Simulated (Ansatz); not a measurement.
# La on Pt(100): change of the work function, part 3 of 4

How does one ordered layer of La (hollow site) change the work function of Pt(100), and what dipole does each adsorbate carry?

Ansatz 0.2.0; plane-wave DFT, PBEsol, Ansatz PAW.

So far, work function, upper face (eV): step 2 (the clean slab) 5.74; step 3 (17 atoms, coverage 0.25 ML, cell 2x2) 1.97.

## 5. The covered slab, atoms frozen

This step: plane-wave DFT, PBEsol, Ansatz PAW (Ansatz 0.2.0).

To see where the charge goes, the covered slab, the bare substrate and the adsorbate layer are each run at the same frozen positions and on the same grid.

Contents of input.yaml:

```yaml
crystal:
  lattice:
    - [5.5437171646, 0.0, 0.0]
    - [0.0, 5.5437171646, 0.0]
    - [0.0, 0.0, 26.8135299019]
  atoms:
    - { symbol: Pt, position: [0.25, 0.25, 0.3356514429] }
    - { symbol: Pt, position: [0.0, 0.0, 0.4087488682] }
    - { symbol: Pt, position: [0.25, 0.25, 0.4827125057] }
    - { symbol: Pt, position: [-0.0054780855, -0.0054780855, 0.5559624257] }
    - { symbol: Pt, position: [0.25, 0.75, 0.3356514429] }
    - { symbol: Pt, position: [0.0, 0.5, 0.4087488682] }
    - { symbol: Pt, position: [0.25, 0.75, 0.4816780014] }
    - { symbol: Pt, position: [-0.0054780855, 0.5054780855, 0.5559624257] }
    - { symbol: Pt, position: [0.75, 0.25, 0.3356514429] }
    - { symbol: Pt, position: [0.5, 0.0, 0.4087488682] }
    - { symbol: Pt, position: [0.75, 0.25, 0.4816780014] }
    - { symbol: Pt, position: [0.5054780855, -0.0054780855, 0.5559624257] }
    - { symbol: Pt, position: [0.75, 0.75, 0.3356514429] }
    - { symbol: Pt, position: [0.5, 0.5, 0.4087488682] }
    - { symbol: Pt, position: [0.75, 0.75, 0.479968749] }
    - { symbol: Pt, position: [0.5054780855, 0.5054780855, 0.5559624257] }
    - { symbol: La, position: [0.25, 0.25, 0.6269001987] }
kpoints:
  mp_grid: { grid: [6, 6, 1] }
hamiltonian:
  xc: pbesol
scf:
  occupations: { method: fermi_dirac, width: 0.1 }
  convergence: { dr2_threshold: 1.0e-08 }
efield:
  axis: 3
  dipole_correction: true
  ramp_position: 0.97
  ramp_width: 0.06
output:
  write_potential: true
  write_density: true
  volumetric_format: npy
```

On the command line:

```console
$ ansatz run input.yaml --threads 4 --pin off --max-ram 6144MiB --backend cpu --events-out ev --progress --plain --runs-dir out
```

Output:

```text
[...]
Crystal: 17 atoms, lattice volume = 824.055 Å³
Basis set: ecut = 420 eV, 16141 PW (Γ)
Bands: 180, of which v1, the nominal top of the filled ones, is band 150 counted from 1 (149 counted from 0)
Symmetry: 8 space group operations
[...]
k-points: 10 of 36
[...]
SCF iter   1: F=—  HF=-204298.112578 eV  |F-HF|=—  |Δ(HF+E_count)|=         —  Δρ=9.48e-3  dr2=8.36e0  ethr=1.77e-3  p=0.533 e·Å  D=1.17e-1 V/Å  ΔV_dip=-3.14 eV  dr2_dipole=2.48e0  V_vac-E_F(+/−)=2.15/5.28 eV  ⟨swp⟩=7.6  Hψ=7315  notcnv=0  defer=15
[...]
SCF iter  13: F=-204297.947244 eV  HF=-204297.947244 eV  |F-HF|=5.24e-10  |Δ(HF+E_count)|=   3.41e-9  Δρ=3.78e-7  dr2=2.65e-9  ethr=3.34e-12  p=0.646 e·Å  D=1.42e-1 V/Å  ΔV_dip=-3.80 eV  dr2_dipole=3.14e-10  V_vac-E_F(+/−)=1.97/5.77 eV  ⟨swp⟩=15.1  Hψ=5299  notcnv=0
SCF 1 converged in 13 iterations: F = -204297.947244 eV  dr2 = 2.65e-9
[...]
SCF converged after 13 iterations
Free energy (F): -204297.947244 eV
[...]
Internal energy: -204297.132794 eV  (E = F + TS)
E sigma→0 (E₀):  -204297.540019 eV
Entropy (-TS):   -0.814449 eV (-47.909 meV/atom)
Fermi energy:    4.736529 eV
Dipole field:    D = 0.141798 V/Å  (p = 0.645749 e·Å, saw-weighted, corrected)
Work function:   Φ+ = 1.9716 eV   Φ− = 5.7737 eV
[...]
--- Band table (eV; the first three rows and the last of 10) ---
  k-point 0: bands = [... 146 lower, 4.8857, 4.8857, 5.2323, 5.2474, 5.3097, 5.3520, 5.5439, 5.5439, ... 26 higher]
  k-point 1: bands = [... 146 lower, 4.7251, 4.8276, 4.8393, 4.8789, 4.9742, 5.1180, 5.1951, 5.4071, ... 26 higher]
  k-point 2: bands = [... 146 lower, 4.6233, 4.6346, 4.7182, 4.7616, 4.8273, 4.9894, 4.9962, 5.1044, ... 26 higher]
  k-point 9: bands = [... 146 lower, 3.8058, 3.8058, 4.4718, 4.6690, 4.6690, 4.7706, 4.8027, 4.8038, ... 26 higher]
```

Elapsed: 63 s, on 4 threads of Arm Neoverse V2, shared host; peak memory 3.5 GiB.

Read from the output:

* energy at zero smearing: -204297.5400 eV
* work function, upper face: 1.972 eV
* work function, lower face: 5.774 eV
* dipole along the normal: 0.6457 e·Å
* step between the vacuum levels: -3.802 eV

The work function of the upper face is 1.97 eV.

## 6. The substrate alone

System of this step: La/Pt(100), substrate alone, atoms held. The cell holds 16 atoms: 16 Pt. Cell: a = 5.544 Å, b = 5.544 Å, c = 26.814 Å, α = 90.0°, β = 90.0°, γ = 90.0°. Vacuum lies along c.

The second part, atoms unmoved.

Changes to input.yaml since step 5:

```diff
@@ -22,3 +22,2 @@
     - { symbol: Pt, position: [0.5054780855, 0.5054780855, 0.5559624257] }
-    - { symbol: La, position: [0.25, 0.25, 0.6269001987] }
 kpoints:
```

Output:

```text
[...]
Crystal: 16 atoms, lattice volume = 824.055 Å³
Basis set: ecut = 420 eV, 16141 PW (Γ)
Bands: 173, of which v1, the nominal top of the filled ones, is band 144 counted from 1 (143 counted from 0)
Symmetry: 8 space group operations
[...]
k-points: 10 of 36
[...]
SCF iter   1: F=—  HF=-198133.029270 eV  |F-HF|=—  |Δ(HF+E_count)|=         —  Δρ=8.62e-3  dr2=3.06e0  ethr=1.77e-3  p=-0.005 e·Å  D=-1.02e-3 V/Å  ΔV_dip=0.03 eV  dr2_dipole=5.71e-3  V_vac-E_F(+/−)=5.33/5.30 eV  ⟨swp⟩=7.5  Hψ=7236  notcnv=0  defer=58
[...]
SCF iter  12: F=-198132.862550 eV  HF=-198132.862550 eV  |F-HF|=5.97e-9  |Δ(HF+E_count)|=   8.29e-9  Δρ=4.22e-7  dr2=3.66e-9  ethr=3.47e-12  p=-0.001 e·Å  D=-2.08e-4 V/Å  ΔV_dip=0.01 eV  dr2_dipole=3.24e-11  V_vac-E_F(+/−)=5.77/5.77 eV  ⟨swp⟩=26.7  Hψ=6931  notcnv=0
the search or the solves at the SCF's close seem to have found levels that the self-consistency loop had missed (the run counts 4). By its estimate they hold under 1e-12 electrons; where the run keeps them, the occupations were computed again with them
SCF 1 converged in 12 iterations: F = -198132.862550 eV  dr2 = 3.66e-9
[...]
SCF converged after 12 iterations
Free energy (F): -198132.862550 eV
[...]
Internal energy: -198131.957658 eV  (E = F + TS)
E sigma→0 (E₀):  -198132.410104 eV
Entropy (-TS):   -0.904892 eV (-56.556 meV/atom)
Fermi energy:    2.685899 eV
Dipole field:    D = -0.000211 V/Å  (p = -0.000963 e·Å, saw-weighted, corrected)
Work function:   Φ+ = 5.7709 eV   Φ− = 5.7652 eV
[...]
--- Band table (eV; the first three rows and the last of 10) ---
  k-point 0: bands = [... 140 lower, 2.8478, 2.9298, 2.9491, 2.9491, 3.1480, 3.1795, 3.7736, 3.7736, ... 25 higher]
  k-point 1: bands = [... 140 lower, 2.5654, 2.7279, 2.7420, 2.8098, 2.8319, 3.0162, 3.1681, 3.3859, ... 25 higher]
  k-point 2: bands = [... 140 lower, 2.4847, 2.6267, 2.6717, 2.7065, 2.7076, 2.7849, 2.9401, 2.9434, ... 25 higher]
  k-point 9: bands = [... 140 lower, 1.8819, 1.9052, 1.9052, 1.9203, 2.7716, 2.7989, 2.7989, 2.8306, ... 25 higher]
```

The job ended after 56 s (4 threads; peak memory 3.3 GiB; 3.7 min of CPU time).

Numbers from this step:

```
energy at zero smearing   : -198132.4101 eV
work function, upper face : 5.771 eV
dipole along the normal   : -9.63e-4 e·Å
```

The work function of the upper face is 5.77 eV.

## 7. The adsorbate layer alone

System of this step: La/Pt(100), adsorbate layer alone, atoms held. The cell holds 1 atom: 1 La. Cell: a = 5.544 Å, b = 5.544 Å, c = 26.814 Å, α = 90.0°, β = 90.0°, γ = 90.0°. Vacuum lies along c.

The third part; a free layer of atoms may carry a moment, so spin is on.

input.yaml, the sections that differ from step 6:

```yaml
crystal:
  lattice:
    - [5.5437171646, 0.0, 0.0]
    - [0.0, 5.5437171646, 0.0]
    - [0.0, 0.0, 26.8135299019]
  atoms:
    - { symbol: La, position: [0.25, 0.25, 0.6269001987], spin: 1.0 }
magnetization:
  spin_polarized: true
# kpoints, hamiltonian, scf, efield, output: as in step 6
```

Output:

```text
[...]
Crystal: 1 atoms, lattice volume = 824.055 Å³
Basis set: ecut = 420 eV, 16141 PW (Γ)
Bands: 10, of which v1, the nominal top of the filled ones, is band 6 counted from 1 (5 counted from 0)
Symmetry: 8 space group operations
k-points: 10 of 36
[...]
Starting moments: Σ|m| = 1 μB on 1 of 1 site
[...]
SCF iter   1: F=—  HF=-6157.853396 eV  |F-HF|=—  |Δ(HF+E_count)|=         —  Δρ=3.05e-2 (↑3.05e-2 ↓5.06e-3)  dr2=1.27e1  dr2_m=1.24e0  M=1.559 μB ∫|m|=1.559 μB  β_m=0.53  ethr=3.10e-3  p=0.000 e·Å  D=5.58e-9 V/Å  ΔV_dip=-0.00 eV  dr2_dipole=2.12e-10  V_vac-E_F(+/−)=3.95/3.95 eV  ⟨swp⟩=6.8  Hψ=4694  notcnv=0
[...]
automatic band count: the SCF goes on with 14 bands, as 10 were too few: the levels above may hold too much charge
[...]
spin=Collinear: LDOS preconditioning applied to the charge; magnetization (m = ρ↑ − ρ↓) channel mixes plain (no charge-response kernel on spin).
SCF iter   2: F=—  HF=-6157.421344 eV  |F-HF|=—  |Δ(HF+E_count)|=   4.32e-1  Δρ=1.40e-2 (↑1.40e-2 ↓5.96e-3)  dr2=4.40e0  dr2_m=1.26e-1  M=1.505 μB ∫|m|=1.505 μB  β_m=0.43  ethr=3.10e-3  p=0.000 e·Å  D=2.42e-5 V/Å  ΔV_dip=-0.00 eV  dr2_dipole=4.53e-7  V_vac-E_F(+/−)=3.65/3.65 eV  ⟨swp⟩=3.1  Hψ=819  notcnv=0  defer=1
density mixer auto → msr1: a metal under ldos (density of states about μ 6.22 of a free-electron gas's, 30 screened modes)
SCF iter   3: F=—  HF=-6157.149697 eV  |F-HF|=—  |Δ(HF+E_count)|=   2.72e-1  Δρ=9.00e-3 (↑7.28e-3 ↓9.00e-3)  dr2=1.65e-1  dr2_m=4.93e-1  M=1.246 μB ∫|m|=1.246 μB  β_m=0.71  ethr=3.10e-3  p=-0.000 e·Å  D=-1.55e-5 V/Å  ΔV_dip=0.00 eV  dr2_dipole=8.59e-9  V_vac-E_F(+/−)=3.27/3.26 eV  ⟨swp⟩=2.6  Hψ=612  notcnv=0  defer=1
[...]
SCF iter  20: F=-6157.316702 eV  HF=-6157.316702 eV  |F-HF|=1.46e-10  |Δ(HF+E_count)|=  9.48e-10  Δρ=1.76e-7 (↑1.76e-7 ↓3.30e-8)  dr2=4.44e-10  dr2_m=5.85e-11  M=1.420 μB ∫|m|=1.420 μB  ethr=2.44e-12  p=-0.000 e·Å  D=-1.93e-6 V/Å  ΔV_dip=0.00 eV  dr2_dipole=5.81e-12  V_vac-E_F(+/−)=3.08/3.08 eV  ⟨swp⟩=1.4  Hψ=1451  notcnv=0
SCF 1 converged in 20 iterations: F = -6157.316702 eV  dr2 = 4.44e-10
[...]
SCF converged after 20 iterations
an eigenvalue changed by more than its tolerance at an iteration that met the thresholds in force, so the SCF went on 1 time: the last check found none over its tolerance
Magnetization: 1.4202 μB (6.2101 up, 4.7899 down)
Absolute magnetization: 1.4202 μB (∫|ρ↑−ρ↓|, with the PAW one-centre terms)
[...]
Per-site moments (μB) at R_I (Å): [(1.194070, 2.286783)]
Free energy (F): -6157.316702 eV
[...]
Internal energy: -6157.013189 eV  (E = F + TS)
E sigma→0 (E₀):  -6157.164946 eV
Entropy (-TS):   -0.303514 eV (-303.514 meV/atom)
Fermi energy:    -2.303472 eV
Dipole field:    D = -0.000000 V/Å  (p = -0.000002 e·Å, saw-weighted, corrected)
Work function:   Φ+ = 3.0792 eV   Φ− = 3.0792 eV
[...]
--- Band table (eV; the first three rows and the last of 20) ---
  k-point 0 ↑: bands = [... 2 lower, -20.6893, -20.6893, -3.8214, -2.5602, -2.3715, -1.9826, -1.9662, -1.9572, ... 12 higher]
  k-point 1 ↑: bands = [... 2 lower, -20.6918, -20.6891, -3.6672, -2.4879, -2.3408, -2.0083, -1.9723, -1.9592, ... 12 higher]
  k-point 2 ↑: bands = [... 2 lower, -20.6970, -20.6887, -3.3069, -2.3429, -2.1873, -2.1793, -1.9750, -1.9640, ... 12 higher]
  k-point 9 ↓: bands = [... 2 lower, -20.3045, -20.2782, -2.1076, -1.7409, -1.6857, -1.6857, -1.6815, -1.6815, ... 12 higher]
```

Elapsed: 18 s, on 4 threads; peak memory 1.2 GiB; 66 s of CPU time.

Read from the output:

| Property | Result |
| --- | --- |
| energy at zero smearing | -6157.1649 eV |
| total moment | 1.420 μB |
| site moments | 1.194 μB |
| work function, upper face | 3.079 eV |
| dipole along the normal | -1.52e-6 e·Å |

Site moment by atom:

| atom | site moment (μB) |
| --- | --- |
| La1 | 1.19 |

The free layer carries a moment of 1.4 μB a cell.

## 8. Density difference

This step: plane-wave DFT, PBEsol, Ansatz PAW; density difference on adsorption (Ansatz 0.2.0).

The densities of the parts are taken from that of the whole and averaged over planes; the first moment of what is left gives the step in the potential.

Numbers from this step:

* largest charge moved: 0.01322 e/Å²
* potential step from the moved charge: -3.808 eV

Planar mean, whole system less its parts. Electron density difference against z:

| z (Å) | electron density difference (e/Å³) |
| --- | --- |
| 5.5 | 1.7e-6 |
| 6.0 | 5.8e-6 |
| 6.5 | 1.8e-5 |
| 7.0 | 4.9e-5 |
| 7.5 | 9.4e-5 |
| 8.0 | 3.0e-5 |
| 8.5 | -3.3e-4 |
| 9.0 | 2.0e-4 |
| 9.5 | -4.1e-4 |
| 10.0 | -1.0e-4 |
| 10.5 | 7.6e-4 |
| 11.0 | -5.3e-4 |
| 11.5 | -2.3e-5 |
| 12.0 | -6.3e-4 |
| 12.5 | 0.00493 |
| 13.0 | -0.00440 |
| 13.5 | 0.00292 |
| 14.0 | -0.00747 |
| 14.5 | -0.00371 |
| 15.0 | -0.00123 |
| 15.5 | 0.00838 |
| 16.0 | 0.0240 |
| 16.5 | 0.00131 |
| 17.0 | -0.00773 |
| 17.5 | -7.1e-4 |
| 18.0 | -0.00428 |
| 18.5 | -0.00566 |
| 19.0 | -0.00362 |
| 19.5 | -0.00171 |
| 20.0 | -6.9e-4 |
| 20.5 | -2.5e-4 |
| 21.0 | -7.9e-5 |
| 21.5 | -2.3e-5 |
| 22.0 | -4.7e-6 |
| 22.5 | 1.1e-7 |

The electrons moved below z oscillates, so the rows of the table below give means over 1 Å (shorter at the two ends). Its distinct maxima (Å: e/Å²): 13.6: 0.00158, 16.4: 0.0132. Distinct minima: 13.0: -4.9e-4, 15.2: -0.00492.

Planar mean, whole system less its parts. Table of electrons moved below z by z; means over each step:

| z (Å) | electrons moved below z (e/Å²) |
| --- | --- |
| 5 | 3.0e-7 |
| 6 | 3.6e-6 |
| 7 | 3.1e-5 |
| 8 | 7.8e-5 |
| 9 | -3.0e-5 |
| 10 | -1.8e-4 |
| 11 | 9.6e-6 |
| 12 | -2.9e-5 |
| 13 | 5.4e-4 |
| 14 | -7.7e-4 |
| 15 | -0.00445 |
| 16 | 0.00666 |
| 17 | 0.0101 |
| 18 | 0.00666 |
| 19 | 0.00211 |
| 20 | 3.2e-4 |
| 21 | 3.0e-5 |
| 22 | -4.3e-7 |

(Part 3 of 4 ends here.)

[Long decimals in the printed logs are rounded to 6 places.]

[Logs are printed without paths, hosts, clocks, repeated set-up lines and the standing remarks that a program may print on its own settings, such as how far it seeks lower states.]

[Hosts, paths, dates, database ids (printed as entryN), source tags and the programs' standing remarks are cut or masked in the printed files.]

[Maps of the electrostatic potential energy from Ansatz leave out the sawtooth potential of an applied field or a dipole correction, so their vacuum need not be flat; planar profiles and work functions include it.]
